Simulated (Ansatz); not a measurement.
# Sn2C (model cell, started as cuprite): following an unstable mode

Aim: this structure of Sn2C (model cell, started as cuprite) is to be tested for unstable modes, and one is followed downhill.

Program: Ansatz 0.2.0. Level of theory: DFT PBEsol, scalar-relativistic, plane waves, PAW. Results are calculated unless marked as measured.

The structure was built from a prototype and need not be the compound's stable phase.

### Step 1. The starting structure

The structure is cubic, space group Pn-3m (No. 224). The conventional cell has a = 5.021 Å, b = 5.021 Å, c = 5.021 Å, α = 90.00°, β = 90.00°, γ = 90.00°. Nearest to C lie 4 Sn at 2.17 Å. Nearest to Sn lie 2 C at 2.17 Å. Farther neighbours are not listed.

### Step 2. Response at finite wavevector

The cell comes from relaxations at this level that are not shown. Stability and thermal properties need the whole zone. Linear response on a 2×2×2 q mesh gives force constants as far as a supercell of that size would.

input.yaml reads:

```yaml
crystal:
  lattice:
    - [5.0213021337, 0.0, 0.0]
    - [0.0, 5.0213021337, 0.0]
    - [0.0, 0.0, 5.0213021337]
  atoms:
    - { symbol: C, position: [0.0, 0.0, 0.0] }
    - { symbol: C, position: [0.5, 0.5, 0.5] }
    - { symbol: Sn, position: [0.25, 0.25, 0.25] }
    - { symbol: Sn, position: [0.75, 0.75, 0.25] }
    - { symbol: Sn, position: [0.75, 0.25, 0.75] }
    - { symbol: Sn, position: [0.25, 0.75, 0.75] }
kpoints:
  mp_grid: { grid: [8, 8, 8] }
hamiltonian:
  xc: pbesol
scf:
  occupations: { method: methfessel_paxton, width: 0.2 }
output:
  eigenvalues: true
phonons:
  method: dfpt
  qmesh: [2, 2, 2]
  temperatures: { t_max: 1000, t_step: 50 }
  qpath:
    path:
      - [[0.0, 0.0, 0.0], [0.0, 0.5, 0.0], [0.5, 0.5, 0.0], [0.0, 0.0, 0.0], [0.5, 0.5, 0.5], [0.0, 0.5, 0.0]]
      - [[0.5, 0.5, 0.5], [0.5, 0.5, 0.0]]
    npoints: 10
```

Command:

```
$ ansatz run input.yaml --threads 8 --pin off --max-ram 14336MiB --backend cpu --events-out ev --progress --plain --runs-dir out
```

Numbers of over 12 decimals in the logs are rounded to 6 here.

The program printed:

```text
Warning: phonons: the dynamical matrix that this run interpolates holds no multipole term above the dipole-dipole one, and a site of this crystal is no centre of inversion, so its interpolated transverse optical and acoustic branches and sound speeds can stay off near Gamma, and the density of states and the thermodynamics with them. What a run solves at a wave vector of phonons.qpoints, Gamma apart, where the deck admits one, is free of this, and under fd what a larger phonons.supercell samples
Engine: ansatz 0.2.0, aarch64-unknown-linux-gnu
Pseudopotentials: kind: paw
Pseudopotential: C, paw, valence charge 4, recommended cutoff 420 eV (normal), C.paw.azcp
Pseudopotential: Sn, paw, valence charge 14, recommended cutoff 420 eV (normal), Sn.paw.azcp
Functional definition: PBEsol
  exchange = pbesol_x
  correlation = pbesol_c
Crystal: 6 atoms, lattice volume = 126.604 Å³
Basis set: ecut = 420 eV, 2517 PW (Γ), exchange–correlation on 72×72×72 points (8 copies of the dense FFT grid, shifted against one another)
Bands: 39, of which v1, the nominal top of the filled ones, is band 32 counted from 1 (31 counted from 0)
Symmetry: 48 space group operations
k-points: 35 of 512
Non-local potential: C, projectors of the file, l = 0: 2, l = 1: 2, l = 2: 1
Non-local potential: Sn, projectors of the file, l = 0: 2, l = 1: 2, l = 2: 2, l = 3: 2
PAW form: soft (Blöchl's): semilocal exchange-correlation on the pseudo side does not see the compensation charge
PAW frozen core: C, regenerated for the run's functional, and the local potential with it (the file was generated under x = pbe(κ = 0.804, μ = 0.219515), c = pbe(β = 0.066725))
PAW frozen core: Sn, regenerated for the run's functional, and the local potential with it (the file was generated under x = pbe(κ = 0.804, μ = 0.219515), c = pbe(β = 0.066725))
PAW one-centre angular grid: C, 110 points (default); XC on 64 Gauss nodes
PAW one-centre angular grid: Sn, 590 points (default); XC on 64 Gauss nodes
Initial density: superposition of atomic densities (neutral atoms: chi_scale 0, normalization atom), corrected by the library's trained network
Initial wavefunctions: pseudopotential atomic-orbital guess
Functional: x = pbesol(κ = 0.804, μ = 0.123457), c = pbesol(β = 0.046)
SCF iter   1: F=—  HF=-24285.407835 eV  |F-HF|=—  |Δ(HF+E_count)|=         —  Δρ=1.37e-2  dr2=3.81e-1  ethr=1.77e-3  ⟨swp⟩=7.8  Hψ=5931  notcnv=0
preconditioner: auto → Kerker (q_TF=auto, 2.435 Å⁻¹)  [metal: Δε(μ)=0.008 eV  Ē_g=17.796 eV  σ=0.200 eV  W_gap=0.03  n_scr=26 (ndim 8)  ℏωp=26.4 eV  f_vac=0.000  D(μ)=3.84/eV (n_scr^D=26)]
SCF iter   2: F=—  HF=-24285.338182 eV  |F-HF|=—  |Δ(HF+E_count)|=   6.97e-2  S|Δr|=    0.00e0  Δρ=6.18e-3  dr2=8.65e-2  ethr=5.96e-4  ⟨swp⟩=1.2  Hψ=1658  notcnv=0  defer=2
SCF iter   3: F=—  HF=-24285.319696 eV  |F-HF|=—  |Δ(HF+E_count)|=   1.85e-2  S|Δr|=    0.00e0  Δρ=1.11e-3  dr2=1.52e-3  ethr=1.35e-4  ⟨swp⟩=2.0  Hψ=1683  notcnv=0  defer=2
SCF iter   4: F=—  HF=-24285.319567 eV  |F-HF|=—  |Δ(HF+E_count)|=   1.29e-4  S|Δr|=    0.00e0  Δρ=2.24e-4  dr2=5.96e-5  ethr=2.38e-6  ⟨swp⟩=2.0  Hψ=1728  notcnv=0  defer=2
SCF iter   5: F=—  HF=-24285.319562 eV  |F-HF|=—  |Δ(HF+E_count)|=   4.61e-6  S|Δr|=    0.00e0  Δρ=6.81e-5  dr2=6.63e-6  ethr=9.31e-8  ⟨swp⟩=2.1  Hψ=2411  notcnv=0  defer=2
SCF iter   6: F=—  HF=-24285.319559 eV  |F-HF|=—  |Δ(HF+E_count)|=   3.01e-6  S|Δr|=    0.00e0  Δρ=1.75e-5  dr2=5.51e-7  ethr=1.04e-8  ⟨swp⟩=3.0  Hψ=2549  notcnv=0  defer=2
SCF iter   7: F=—  HF=-24285.319558 eV  |F-HF|=—  |Δ(HF+E_count)|=   1.32e-6  S|Δr|=    0.00e0  Δρ=3.70e-6  dr2=2.21e-8  ethr=8.60e-10  ⟨swp⟩=2.4  Hψ=2366  notcnv=0  defer=5
SCF iter   8: F=—  HF=-24285.319558 eV  |F-HF|=—  |Δ(HF+E_count)|=   4.42e-9  S|Δr|=    0.00e0  Δρ=8.02e-7  dr2=1.19e-9  ethr=3.46e-11  ⟨swp⟩=2.7  Hψ=2170  notcnv=0  defer=5
SCF iter   9: F=—  HF=-24285.319558 eV  |F-HF|=—  |Δ(HF+E_count)|=  1.46e-11  S|Δr|=    0.00e0  Δρ=2.20e-7  dr2=7.63e-11  ethr=1.87e-12  ⟨swp⟩=2.2  Hψ=1619  notcnv=0  defer=5
SCF iter  10: F=-24285.319558 eV  HF=-24285.319558 eV  |F-HF|=2.91e-11  |Δ(HF+E_count)|=  1.46e-11  S|Δr|=    0.00e0  Δρ=3.58e-8  dr2=1.43e-12  ethr=1.00e-12  ⟨swp⟩=11.4  Hψ=6574  notcnv=0
SCF 1 converged in 10 iterations: F = -24285.319558 eV  dr2 = 1.43e-12
  greatest PAW one-centre occupation: 0.992 electrons in one spin orbital (limit 2), on the Sn atom at site 2 (counted from 0), in its partial waves of l = 2
Initial density: read from a saved state, or passed on in memory by an earlier SCF of this step, an earlier step, the calling program or the single point that the run made first
iter 1 solved again at ethr=2.28e-7 eV; its pass at ethr=3.10e-3 eV (dr2=1.46e-4 eV) is discarded
SCF iter   1: F=—  HF=-24285.319558 eV  |F-HF|=—  |Δ(HF+E_count)|=         —  Δρ=6.12e-7  dr2=3.66e-10  ethr=2.28e-7  ⟨swp⟩=3.3  Hψ=9338  notcnv=0
eigensolver tolerance schedule: the retry pair's looser diagonalisation over-reported the residual by 398455.61 of it (diagonalisation noise at an unbounded share of the residual, at the tolerance the schedule requests for it); recorded, not acted on — ethr = c·dr2/N_el stays at c = 1.0e-1
preconditioner: auto → Kerker (q_TF=auto, 2.435 Å⁻¹)  [metal: Δε(μ)=0.029 eV  Ē_g=17.817 eV  σ=0.200 eV  W_gap=0.12  n_scr=26 (ndim 8)  ℏωp=26.4 eV  f_vac=0.000  D(μ)=3.69/eV (n_scr^D=26)]
SCF iter   2: F=—  HF=-24285.319558 eV  |F-HF|=—  |Δ(HF+E_count)|=   3.08e-7  S|Δr|=    0.00e0  Δρ=3.24e-7  dr2=9.77e-11  ethr=1.00e-12  ⟨swp⟩=4.5  Hψ=4030  notcnv=0
SCF iter   3: F=—  HF=-24285.319558 eV  |F-HF|=—  |Δ(HF+E_count)|=  2.91e-11  S|Δr|=    0.00e0  Δρ=2.04e-7  dr2=3.82e-11  ethr=1.00e-12  ⟨swp⟩=1.0  Hψ=1365  notcnv=0
SCF iter   4: F=—  HF=-24285.319558 eV  |F-HF|=—  |Δ(HF+E_count)|=  1.46e-11  S|Δr|=    0.00e0  Δρ=1.13e-7  dr2=1.22e-11  ethr=1.00e-12  ⟨swp⟩=1.0  Hψ=1365  notcnv=0
SCF iter   5: F=-24285.319558 eV  HF=-24285.319558 eV  |F-HF|=1.46e-11  |Δ(HF+E_count)|=  7.28e-12  S|Δr|=    0.00e0  Δρ=5.92e-8  dr2=3.58e-12  ethr=1.00e-12  ⟨swp⟩=4.9  Hψ=3525  notcnv=0
SCF 2 converged in 5 iterations: F = -24285.319558 eV  dr2 = 3.58e-12
  greatest PAW one-centre occupation: 0.992 electrons in one spin orbital (limit 2), on the Sn atom at site 4 (counted from 0), in its partial waves of l = 2
phonons: the bands overlap, so this run is a metal and interpolates without the dipole-dipole term. If the crystal is really an insulator or semiconductor, its LO-TO splitting is missing
NSCF: frozen V_eff on 35 k-points
NSCF: frozen V_eff on 150 k-points
DFPT response loops at q = (0, 0, 0) (fractional): preconditioner auto → Kerker (q_TF=auto, 2.435 Å⁻¹) (partly filled bands, converged f_vac=0.000); β = 1.00, the filter's whole step (`scf.mixing.beta` (0.50) is not read by the response loops under this deck's `scf.mixing.preconditioner`; to damp them name `kerker` or `kerker_dos`, under which they read `scf.mixing.beta`, and type it under 1.00, their step now; both keys bind the ground state too); Broyden in place of MSR1
NSCF: frozen V_eff on 520 k-points
DFPT response loops at q = (0, 0, -0.5) (fractional): mixed as the last ones told, above
NSCF: frozen V_eff on 520 k-points
DFPT response loops at q = (0, -0.5, -0.5) (fractional): mixed as the last ones told, above
NSCF: frozen V_eff on 300 k-points
DFPT response loops at q = (-0.5, -0.5, -0.5) (fractional): mixed as the last ones told, above
SCF converged after 10 iterations
Stability not checked: this state was not tested for a lower state beside it, because cold or Methfessel-Paxton smearing, or corrected tetrahedra, fill the levels in a way that the test cannot read (fill_not_monotonic; see scf.lower_state_search)
Free energy (F): -24285.319558 eV
Harris-Foulkes:  -24285.319558 eV  (|F-HF|=2.91e-11)
Internal energy: -24285.310566 eV  (E = F + TS)
E sigma→0 (E₀):  -24285.317310 eV
Entropy (-TS):   -0.008992 eV (-1.499 meV/atom)
Fermi energy:    10.063991 eV
--- Per-component energies (eV) ---
  E_band       = -346.265167
  E_kinetic    = 916.861366
  E_local      = -3736.029832  (includes V_loc(G=0)·N_el)
  E_nonlocal   = -64.261895
  E_hartree    = 2239.342464
  E_xc         = -1607.644849
  E_vxc        = -500.688789  (∫ρ·V_xc dr)
  E_paw        = -16456.170256  (= ΣΔE_a)
  E_vpaw       = -1440.830929  (= ΣTr[D̂ρ^β])
  E_aug_tail   = 0.000007  (compensation charges beyond the density's cutoff)
  E_ewald      = -5578.589130
  E_core_change = 1.181560  (= ΣΔE_core)
  E_smearing   = -0.008992  (= −TS)
  E_closure    = 0.000000  (closes the sum)
  Σ components = -24285.319558   (vs F -24285.319558, Δ=0.00e0)
--- Band table (eV; the first three rows and the last of 35) ---
  k-point 0: bands = [... 28 lower, 6.0869, 6.8092, 6.8092, 11.7989, 11.7989, 11.7989, 12.1481, 12.1481, ... 3 higher]
  k-point 1: bands = [... 28 lower, 6.9147, 7.0208, 7.2341, 11.2818, 11.2818, 11.2874, 12.0022, 12.5010, ... 3 higher]
  k-point 2: bands = [... 28 lower, 7.2285, 7.9962, 8.2670, 10.3065, 10.8279, 10.8279, 11.5667, 12.3184, ... 3 higher]
  k-point 34: bands = [... 28 lower, 9.6042, 9.6042, 9.6042, 10.1781, 11.2975, 11.2975, 11.2975, 14.1122, ... 3 higher]
--- Phonons (Γ-DFPT): 2 representative perturbations + reference (Σ response iterations 6) ---
  ASR residual: 3.875e-6 → 0.000e0 eV/Å²; symmetrization residual: 4.923e-7 eV/Å²
  ASR residual per site (eV/Å²): 3.88e-6 3.88e-6 3.72e-6 3.72e-6 3.72e-6 3.72e-6
  Γ frequencies (cm⁻¹): -92.19 -92.19 -92.19 -77.79 -77.79 0.00 0.00 0.00 20.73 20.73 20.73 219.74 361.87 361.87 361.87 501.71 501.71 501.71
--- Phonons (arbitrary-q DFPT): 4 irreducible q on the 2×2×2 mesh ---
  q = [0.0000, 0.0000, 0.0000] (star 1, of the zone-centre solve; hermiticity 1.31e-7, symmetrization 1.62e-12): -92.19 -92.19 -92.19 -77.79 -77.79 -0.00 -0.00 0.00 20.73 20.73 20.73 219.74 361.87 361.87 361.87 501.71 501.71 501.71
  q = [0.0000, 0.0000, -0.5000] (star 3, 4 solved perturbations in 610 linear systems a pass and spin channel, the states on 260 of 512 k-point pairs; hermiticity 1.53e-7, symmetrization 1.18e-12): -92.74 -92.74 -74.21 -74.21 -73.91 -73.91 -31.67 -31.67 65.15 65.15 153.56 153.56 330.62 330.62 427.98 427.98 531.58 531.58
  q = [0.0000, -0.5000, -0.5000] (star 3, 4 solved perturbations in 610 linear systems a pass and spin channel, the states on 260 of 512 k-point pairs; hermiticity 2.33e-7, symmetrization 1.11e-12): -184.27 -184.27 -81.47 -81.47 -58.22 -58.22 -53.72 -53.72 64.47 64.47 136.29 136.29 203.43 203.43 440.98 440.98 512.18 512.18
  q = [-0.5000, -0.5000, -0.5000] (star 1, 2 solved perturbations in 225 linear systems a pass and spin channel, the states on 150 of 512 k-point pairs; hermiticity 1.64e-7, symmetrization 5.42e-12): -137.89 -137.89 -137.89 -81.80 -81.80 -81.80 -33.73 -33.73 66.09 66.09 66.09 221.36 378.46 378.46 378.46 496.16 496.16 496.16
  sum rule: each row above includes the acoustic sum rule's correction from the zone centre's row sums; it moved no ω² by more than (0.30 cm⁻¹)²
  mesh force constants: q→R imaginary residual 3.46e-17; ASR residual 3.875e-6 → 0.000e0 eV/Å²; symmetrization residual 6.217e-15 eV/Å²
  interpolated dispersion: 62 rows × 18 modes
  density of states and harmonic sums: on the 12×12×12 q-mesh, interpolated from the force constants of a 2×2×2 supercell (no non-analytic term)
  largest difference from the sums on the solved wave vectors: F 3.30e-2 eV, S 3.44e-5 and C_V 8.36e-6 eV/K
  zero-point energy: 0.180098 eV/cell   skipped modes (ω ≤ 0): 669, of them read as no rigid motion or as one in doubt: 666 (7.984e0 modes/cell left out, lowest -184.27 cm⁻¹)   left out of the sums: 4.44e-1 of the cell's modes: C_V's classical limit lies that fraction below 3 k_B per atom; for a crystal, a wire or a layer, F and S can be off by more, and a phonons.interpolated_qmesh denser along its periods is the remedy for the sampling
```

It took 2.1 min on 8 threads of Arm Neoverse V2, shared host; peak memory 3.4 GiB; 16 min of CPU time.

This step gave:

```
volume per atom                                         : 21.10 Å³
gap on the k-mesh                                       : 0 eV
sum-rule residual before enforcement                    : 3.88e-6 eV/Å²
lowest frequency on the path                            : -184.3 cm⁻¹
point group                                             : m-3m
highest frequency on the path or at a solved wavevector : 535.2 cm⁻¹
highest optical mode at the zone centre (no LO-TO term) : 501.7 cm⁻¹
lowest optical zone-centre mode                         : -92.19 cm⁻¹
lowest mode on the q mesh (acoustic modes at Γ apart)   : -184.3 cm⁻¹
```

Frequencies (cm⁻¹) solved at each irreducible wavevector; negative means imaginary. Frequencies by wavevector, by row:

```csv
q in reciprocal lattice units,star,mode 1,mode 2,mode 3,mode 4,mode 16,mode 17,mode 18
0 0 0,1,-92.2,-92.2,-92.2,-77.8,501.7,501.7,501.7
0 0 -0.5,3,-92.7,-92.7,-74.2,-74.2,428,531.6,531.6
0 -0.5 -0.5,3,-184.3,-184.3,-81.5,-81.5,441,512.2,512.2
-0.5 -0.5 -0.5,1,-137.9,-137.9,-137.9,-81.8,496.2,496.2,496.2
```

Interpolated from a 2×2×2 q mesh. Phonon branches along the path, in cm⁻¹:

```csv
point,branch 1,branch 2,branch 3,branch 4,branch 15,branch 16,branch 17,branch 18
Γ,-92,-92,-92,-78,362,502,502,502
halfway,-94,-84,-84,-84,381,479,518,518
X,-93,-93,-74,-74,428,428,532,532
halfway,-130,-130,-89,-89,432,432,526,526
M,-184,-184,-82,-82,441,441,512,512
halfway,-108,-104,-90,-88,395,471,517,526
Γ,-92,-92,-92,-78,362,502,502,502
halfway,-118,-118,-104,-84,338,506,510,510
R,-138,-138,-138,-82,378,496,496,496
halfway,-138,-126,-124,-86,352,487,502,527
X,-93,-93,-74,-74,428,428,532,532
jump to R,-138,-138,-138,-82,378,496,496,496
halfway,-154,-154,-114,-82,399,480,510,510
M,-184,-184,-82,-82,441,441,512,512
```

Symmetry leaves 4 wavevectors to solve. The lowest mode among them, the acoustic zeros apart, lies at q = (0, -0.5, -0.5) and is imaginary, 184.3i cm⁻¹, so the energy falls along it.

### Step 3. The mode frozen in, largest atomic shift 0 Å

The mode followed lies at q = (-0.5, -0.5, -0.5) with frequency 137.9i cm⁻¹ and is 3-fold degenerate, one of the unstable modes though not the softest. At small amplitude the distorted cell has space group no. 141 by a symmetry search on the positions. The undistorted cell that holds it gives the zero of energy on the same k mesh.

System of this step: Sn2C (model cell, started as cuprite). It takes space group Pn-3m (No. 224, cubic). Conventional cell: a = 5.021 Å, b = 5.021 Å, c = 5.021 Å, α = 90.00°, β = 90.00°, γ = 90.00°. C has 4 Sn at 2.17 Å nearest. Nearest to Sn lie 2 C at 2.17 Å. Farther neighbours are not listed.

input.yaml reads:

```yaml
crystal:
  lattice:
    - [5.0213021337, 5.0213021337, 0.0]
    - [5.0213021337, 0.0, 5.0213021337]
    - [5.0213021337, 0.0, -5.0213021337]
  atoms:
    - { symbol: C, position: [0.0, 0.0, 0.0] }
    - { symbol: C, position: [0.0, 0.5, 0.5] }
    - { symbol: C, position: [0.5, 0.25, 0.75] }
    - { symbol: C, position: [0.5, 0.75, 0.25] }
    - { symbol: Sn, position: [0.25, 0.125, 0.875] }
    - { symbol: Sn, position: [0.25, 0.625, 0.375] }
    - { symbol: Sn, position: [0.75, 0.125, 0.875] }
    - { symbol: Sn, position: [0.75, 0.625, 0.375] }
    - { symbol: Sn, position: [0.25, 0.625, 0.875] }
    - { symbol: Sn, position: [0.25, 0.125, 0.375] }
    - { symbol: Sn, position: [0.75, 0.125, 0.375] }
    - { symbol: Sn, position: [0.75, 0.625, 0.875] }
kpoints:
  mp_grid: { grid: [8, 8, 8] }
hamiltonian:
  xc: pbesol
scf:
  occupations: { method: methfessel_paxton, width: 0.2 }
output:
  forces: true
  stress: true
  eigenvalues: true
```

The program printed:

```text
[...]
Crystal: 12 atoms, lattice volume = 253.209 Å³
Basis set: ecut = 420 eV, 4957 PW (Γ), exchange–correlation on 96×96×96 points (8 copies of the dense FFT grid, shifted against one another)
Bands: 77, of which v1, the nominal top of the filled ones, is band 64 counted from 1 (63 counted from 0)
Symmetry: 96 space group operations
[...]
k-points: 29 of 512
[...]
k-point 0: bands = [... 60 lower, 9.5982, 9.5982, 10.1724, 11.2857, 11.2857, 11.2857, 11.8017, 11.8017, ... 9 higher]
  k-point 1: bands = [... 60 lower, 9.5506, 9.5506, 10.7730, 11.1993, 11.1993, 11.2106, 11.2106, 11.2605, ... 9 higher]
  k-point 2: bands = [... 60 lower, 9.4140, 9.4140, 10.4164, 10.4911, 10.4911, 10.9577, 10.9577, 11.1274, ... 9 higher]
  k-point 28: bands = [... 60 lower, 9.5397, 9.5397, 9.5397, 9.5397, 10.1938, 10.1938, 10.1938, 10.1938, ... 9 higher]
[key lines of the parts left out:]
SCF converged after 7 iterations
Free energy (F): -48570.678171 eV
Fermi energy:    10.065481 eV
P = ⅓ Tr σ = -0.0268 GPa (-0.268 kbar)
```

It took 3.8 s on 8 threads; peak memory 1.3 GiB.

This step gave:

* pressure: -0.02680 GPa
* energy from the undistorted cell: 0 meV/atom

The run ends at a pressure of -0.03 GPa.

### Step 4. The mode frozen in, largest atomic shift 0.32 Å

The atoms are moved along the unstable eigenvector, the largest shift by 0.32 Å, with the cell fixed.

input.yaml reads:

```yaml
crystal:
  lattice:
    - [5.0213021337, 5.0213021337, 0.0]
    - [5.0213021337, 0.0, 5.0213021337]
    - [5.0213021337, 0.0, -5.0213021337]
  atoms:
    - { symbol: C, position: [0.0637284894, -0.0318642447, -0.0318642447] }
    - { symbol: C, position: [-0.0637284894, 0.5318642447, 0.5318642447] }
    - { symbol: C, position: [0.5637284894, 0.2181357553, 0.7181357553] }
    - { symbol: C, position: [0.4362715106, 0.7818642447, 0.2818642447] }
    - { symbol: Sn, position: [0.2267590538, 0.1649245323, 0.8866204731] }
    - { symbol: Sn, position: [0.2732409462, 0.5850754677, 0.3633795269] }
    - { symbol: Sn, position: [0.7267590538, 0.1366204731, 0.9149245323] }
    - { symbol: Sn, position: [0.7732409462, 0.6133795269, 0.3350754677] }
    - { symbol: Sn, position: [0.2267590538, 0.6083164138, 0.8866204731] }
    - { symbol: Sn, position: [0.2732409462, 0.1416835862, 0.3633795269] }
    - { symbol: Sn, position: [0.7267590538, 0.1366204731, 0.3583164138] }
    - { symbol: Sn, position: [0.7732409462, 0.6133795269, 0.8916835862] }
kpoints:
  mp_grid: { grid: [8, 8, 8] }
hamiltonian:
  xc: pbesol
scf:
  occupations: { method: methfessel_paxton, width: 0.2 }
output:
  forces: true
  stress: true
  eigenvalues: true
```

The program printed:

```text
[...]
Crystal: 12 atoms, lattice volume = 253.209 Å³
Basis set: ecut = 420 eV, 4957 PW (Γ), exchange–correlation on 96×96×96 points (8 copies of the dense FFT grid, shifted against one another)
Bands: 77, of which v1, the nominal top of the filled ones, is band 64 counted from 1 (63 counted from 0)
Symmetry: 16 space group operations
[...]
k-points: 59 of 512
[...]
k-point 0: bands = [... 60 lower, 9.5317, 10.0467, 10.0513, 10.8363, 10.8363, 11.5280, 11.9224, 12.0274, ... 9 higher]
  k-point 1: bands = [... 60 lower, 9.4912, 9.8179, 10.4189, 10.6961, 10.7730, 11.3800, 11.4595, 11.6950, ... 9 higher]
  k-point 2: bands = [... 60 lower, 9.3821, 9.5820, 9.7809, 10.2306, 10.8048, 10.9846, 11.1031, 11.7263, ... 9 higher]
  k-point 58: bands = [... 60 lower, 8.7337, 8.7337, 10.0761, 10.0761, 10.3146, 10.3146, 10.6407, 10.6407, ... 9 higher]
[key lines of the parts left out:]
SCF converged after 8 iterations
Free energy (F): -48571.295231 eV
Fermi energy:    10.191996 eV
P = ⅓ Tr σ = 0.3512 GPa (3.512 kbar)
```

It took 8 s on 8 threads; peak memory 1.6 GiB.

This step gave:

* pressure: 0.3512 GPa
* energy from the undistorted cell: -51.41 meV/atom

The energy, extrapolated to zero smearing, is -51.41 meV/atom against the undistorted cell.

The run ends at a pressure of 0.35 GPa, with forces up to 0.58 eV/Å.

(Continued in part 2 of 2.)

[Logs are printed without paths, hosts, clocks, repeated set-up lines and the standing remarks that a program may print on its own settings, such as how far it seeks lower states.]

[Hosts, paths, dates, database ids (printed as entryN), source tags and the programs' standing remarks are cut or masked in the printed files.]
